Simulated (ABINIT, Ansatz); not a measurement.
**NbB2 (P6/mmm): zone-centre phonons**

Which modes does NbB2 (P6/mmm) have at the zone centre?

Calculated with ABINIT 10.8.3; DFT LDA, scalar-relativistic, plane waves, JTH PAW pseudopotentials.

This is a report of a sequence of runs, with most program output left out.

## Step 1: Starting point

The structure is hexagonal, space group P6/mmm (No. 191). Conventional cell: a = 3.073 Å, b = 3.073 Å, c = 3.279 Å, α = 90.00°, β = 90.00°, γ = 120.00°. Nb has 12 B at 2.42 Å nearest. Nearest to B lie 3 B at 1.77 Å and 6 Nb at 2.42 Å. Farther neighbours are not listed.

As a file:

```cif
data_structure
_symmetry_space_group_name_H-M 'P6/mmm'
_symmetry_Int_Tables_number 191
_cell_length_a 3.0729
_cell_length_b 3.0729
_cell_length_c 3.2785
_cell_angle_alpha 90.000
_cell_angle_beta 90.000
_cell_angle_gamma 120.000
_cell_volume 26.81
loop_
_atom_site_label
_atom_site_type_symbol
_atom_site_symmetry_multiplicity
_atom_site_Wyckoff_symbol
_atom_site_fract_x
_atom_site_fract_y
_atom_site_fract_z
_atom_site_occupancy
Nb1 Nb 1 a 0.00000 0.00000 0.00000 1
B1 B 2 d 0.33333 0.66667 0.50000 1
```

## Step 2: Relaxation

The harmonic expansion needs vanishing forces, and a free crystal bears no stress, so cell and atoms are brought to rest. Stress is more sensitive to the basis than forces are: the last 3 Ha under the cutoff are smoothed with ecutsm, and the cutoff is raised above that of the later runs.

The starting cell comes from a relaxation made beforehand in Ansatz (LDA, PAW).

relax.abi reads:

```
# relaxation
ionmov 2
optcell 2
dilatmx 1.08
ntime 40
tolmxf 1.0d-05
tolvrs 1.0d-14
prtwf 0
prtden 0
chksymtnons 0

# basis, mesh and filling
ecut 24.0
ecutsm 3.0
pawecutdg 48.0
ngkpt 12 12 8
nshiftk 1
shiftk 0.0 0.0 0.0
istwfk *1
occopt 7
tsmear 0.01
nband 16
nstep 100
diemac 1000000.0
prtebands 0
prtgsr 0

# cell and atoms
acell 3*1.0 Angstrom
rprim 
    3.072900083 0.0 0.0
    -1.536450042 2.661209535 0.0
    0.0 0.0 3.278522515
ntypat 2
znucl 41 5
natom 3
typat 1 2 2
xred 
    0.0 0.0 0.0
    1/3 2/3 0.5
    2/3 1/3 0.5
pp_dirpath "./pseudo"
pseudos "Nb.xml, B.xml"
```

Run with:

```bash
$ OMP_NUM_THREADS=1 mpirun -n 4 abinit relax.abi > relax.log
```

Run time: 84 s. Hardware: 4 MPI ranks of Intel Xeon at 2.70GHz, shared host; 5.6 min of CPU time.

Little changed from the start: no atom moved by 0.005 Å and no cell edge by 0.1 %.

Numbers from this step:

| Item | Value |
| --- | --- |
| volume per atom | 8.935 Å³ |
| pressure | 0.002052 GPa |
| gap on the k-mesh | 0 eV |

## Step 3: Self-consistent run for the response

First-order wavefunctions inherit every error of the ground state, hence the very tight tolvrs. Occupations are smeared.

gs.abi reads:

```
# ground state
tolvrs 1.0d-16
prtden 1
prtwf 1

# basis, mesh and filling
ecut 18.0
pawecutdg 36.0
ngkpt 12 12 8
nshiftk 1
shiftk 0.0 0.0 0.0
istwfk *1
occopt 7
tsmear 0.01
nband 16
nstep 100
diemac 1000000.0
prtebands 0
prtgsr 0

# cell and atoms
acell 3*1.0 Angstrom
rprim 
    3.071944869 0.0 0.0
    -1.535972435 2.660382295 0.0
    0.0 0.0 3.279769309
ntypat 2
znucl 41 5
natom 3
typat 1 2 2
xred 
    0.0 0.0 0.0
    1/3 2/3 0.5
    2/3 1/3 0.5
pp_dirpath "./pseudo"
pseudos "Nb.xml, B.xml"
```

Run with:

```bash
$ OMP_NUM_THREADS=1 mpirun -n 4 abinit gs.abi > gs.log
```

The job ended after 29 s (4 MPI ranks; 1.9 min of CPU time).

Read from the output:

* pressure: -0.2408 GPa

The cell stands at -0.24 GPa: the relaxation ran with a smoothed and higher cutoff, and the difference is a stress of the finite basis.

## Step 4: Zone-centre response

At q = 0 one unit cell holds all displacements. The response is solved for single atoms along the cell's directions, and symmetry skips those that follow from others. The crystal is treated as a metal, which screens a static field, so no field response is asked.

dfpt_gamma.abi reads:

```

# common to the responses
getwfk_filepath "gso_WFK"
kptopt 2
nqpt 1
qpt 0.0 0.0 0.0
asr 0
chneut 0

# displacements
rfphon 1
rfatpol 1 3
rfdir 1 1 1
tolvrs 1.0d-10
prtwf 0

# basis, mesh and filling
ecut 18.0
pawecutdg 36.0
ngkpt 12 12 8
nshiftk 1
shiftk 0.0 0.0 0.0
istwfk *1
occopt 7
tsmear 0.01
nband 16
nstep 100
diemac 1000000.0
prtebands 0
prtgsr 0

# cell and atoms
acell 3*1.0 Angstrom
rprim 
    3.071944869 0.0 0.0
    -1.535972435 2.660382295 0.0
    0.0 0.0 3.279769309
ntypat 2
znucl 41 5
natom 3
typat 1 2 2
xred 
    0.0 0.0 0.0
    1/3 2/3 0.5
    2/3 1/3 0.5
pp_dirpath "./pseudo"
pseudos "Nb.xml, B.xml"
```

Run with:

```bash
$ OMP_NUM_THREADS=1 mpirun -n 4 abinit dfpt_gamma.abi > dfpt_gamma.log
```

Wall time 2.5 min (4 MPI ranks).

This step gave:

* largest acoustic frequency at the zone centre before the sum rule: -5.85 cm⁻¹
* highest optical zone-centre mode (no LO-TO term): 834.8 cm⁻¹
* lowest optical zone-centre mode: 444.7 cm⁻¹

The acoustic modes at Γ come out as far as 5.8 cm⁻¹ from zero, where they should vanish, a small numerical error.

## Step 5: Modes with the sum rule

anaddb reads the merged derivatives and imposes the acoustic sum rule.

anaddb.abi reads:

```
ddb_filepath "gamma_DDB"
output_file "anaddb.abo"
outdata_prefix "anaddb"
asr 1
chneut 1
enunit 2
eivec 1
nph1l 1
qph1l 0.0 0.0 0.0 1.0
```

mrgddb.in reads:

```
gamma_DDB
merged
1
dfpt_gammao_DDB
```

Run with:

```bash
$ mrgddb < mrgddb.in > mrgddb.log
$ OMP_NUM_THREADS=1 anaddb anaddb.abi > anaddb.log
```

Run time: 0.74 s. Hardware: 1 thread.

Read from the output:

* highest optical zone-centre mode (no LO-TO term): 834.6 cm⁻¹
* lowest optical zone-centre mode: 444.6 cm⁻¹

No LO-TO term; unit eigenvectors of the mass-weighted matrix, from anaddb's displacements. Modes at Γ, with each element's share of the kinetic energy:

```
mode  frequency (cm⁻¹)  Nb %  B %
   1               0.0    81   19
   2               0.0    81   19
   3               0.0    81   19
   4             444.5    19   81
   5             444.5    19   81
   6             495.7    19   81
   7             566.8     0  100
   8             834.6     0  100
   9             834.6     0  100
```

Displacements in mode 4 (444.5 cm⁻¹), the largest set to 1:
```
Nb1  0.23 -0.09  0.00
B2  -1.00  0.37  0.00
B3  -1.00  0.37  0.00
```

Displacements in mode 8 (834.6 cm⁻¹), the largest set to 1:
```
Nb1  0.00  0.00  0.00
B2   1.00 -0.37  0.00
B3  -1.00  0.37  0.00
```

The rule moves no optical mode by more than 0.2 cm⁻¹.

## Step 6: Results

| Property | Result |
| --- | --- |
| space group after relaxation | P6/mmm |
| volume per atom | 8.93 Å³ |
| highest optical zone-centre mode (no LO-TO term) | 834.6 cm⁻¹ |
| lowest optical zone-centre mode | 444.6 cm⁻¹ |
| imaginary optical modes at the zone centre (no q mesh in this session) | none |

In words: At the LDA level the optical modes of NbB2 (P6/mmm) at the zone centre run from 445 to 835 cm⁻¹. These are harmonic frequencies at zero temperature: anharmonic shifts and linewidths and thermal expansion are left out. In a metal the frequencies hang on the k mesh and the smearing, most of all near Kohn anomalies. The runs are without spin polarisation, although the cell has an odd electron count or an open d or f shell, so a magnetic state was not tested.

[Host names and launcher messages were left out of these logs when they were recorded.]

[Logs are printed without paths, hosts, clocks, repeated set-up lines and the standing remarks that a program may print on its own settings, such as how far it seeks lower states.]

[Hosts, paths, dates, database ids (printed as entryN), source tags and the programs' standing remarks are cut or masked in the printed files.]
